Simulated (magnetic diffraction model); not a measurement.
**YbMg₂NbS₆ below its ordering temperature**

Space group C2/m (no. 12), a = 11.4380 Å, b = 6.7570 Å, c = 6.7410 Å, β = 125.80°.

| site | atom | x | y | z |
| --- | --- | --- | --- | --- |
| 2a | Yb | 0 | 0 | 0 |
| 2d | Nb | 1/2 | 0 | 1/2 |
| 8j | S | 0.9695 | 0.7331 | 0.7029 |
| 4i | S | 0.2285 | 1/2 | 0.7787 |
| 4i | Mg | 0.7504 | 0 | 0.2492 |

The compound is invented for this exercise: a known structure type with other elements, its cell scaled to their sizes and not relaxed.

Only Yb is taken to order (form factors of Yb3+); orders and moment sizes are assumed, and not adapted to the symmetry. Radiation: neutrons of λ = 4.2 Å, 5° to 80°; isotropic B of 0.15 Å² (Yb), 0.21 Å² (Nb), 0.28 Å² (S) and 0.28 Å² (Mg). Simulated constant-wavelength pattern: nuclear and magnetic terms add, the magnetic one as |2.695 fm × Σ f S⊥ exp(2πi Q·r) exp(−B s²)|², summed over all Q at one angle with the factor 1/(sin²θ cos θ). For collinear order S is the moment m, which repeats by lattice and centring translations R with the sign exp(−2πi k·R). Free-ion form factors, Sears's scattering lengths of 1992, no absorption; a label names one of the reflections at its angle. The strongest nuclear line in the range is 100, and lines under 0.2 are left out.

Above the ordering temperature:

```
2θ (°)     index      I
 45.17   (0 0 1)    1.8
 45.22   (1 1 0)    4.3
 45.42  (2 0 -1)    2.6
 52.21  (1 1 -1)   57.6
 53.84   (2 0 0)   25.7
 76.86   (0 2 0)   49.7
 77.08  (2 0 -2)   45.2
 78.12   (1 1 1)  100.0
 78.48  (3 1 -1)   99.8
```

Below it (cell unchanged):

```
2θ (°)      I
 45.17   12.9
 45.22   12.0
 45.42   13.6
 52.21   66.2
 53.84   33.8
 76.86   49.7
 77.08   49.8
 78.12  106.8
 78.48  106.6
```

**Question.** Find the propagation vector, then choose among these models:
A. collinear moments along [001], 3 μB on Yb
B. collinear moments along [111], 3 μB on Yb
C. collinear moments along [010], 3 μB on Yb

No line moves, and magnetic intensity falls on nuclear lines such as the one at 45.17°, so the magnetic cell equals the chemical primitive cell: k = 0.

Magnetic intensity, observed (below minus above) and for each model:

| 2θ (°) | index | observed | A | B | C |
| --- | --- | --- | --- | --- | --- |
| 45.17 | (0 0 1) | 11.2 | 3.8 | 8.6 | 11.2 |
| 45.22 | (1 1 0) | 7.7 | 22.3 | 12.2 | 7.7 |
| 45.42 | (2 0 -1) | 11.1 | 3.9 | 8.6 | 11.1 |
| 52.21 | (1 1 -1) | 8.6 | 8.6 | 14.2 | 8.6 |
| 53.84 | (2 0 0) | 8.1 | 8.1 | 2.8 | 8.1 |
| 76.86 | (0 2 0) | <0.2 | 4.6 | 3.0 | <0.2 |
| 77.08 | (2 0 -2) | 4.6 | <0.2 | 4.6 | 4.6 |
| 78.12 | (1 1 1) | 6.8 | 6.8 | 5.2 | 6.8 |

Model C matches.

The absence at (0 2 0) is telling: Q lies along the moments there, so the part normal to Q vanishes.

The structure used: k = (0 0 0), collinear moments along [010], 3 μB on Yb.

[Logs are printed without paths, hosts, clocks, repeated set-up lines and the standing remarks that a program may print on its own settings, such as how far it seeks lower states.]
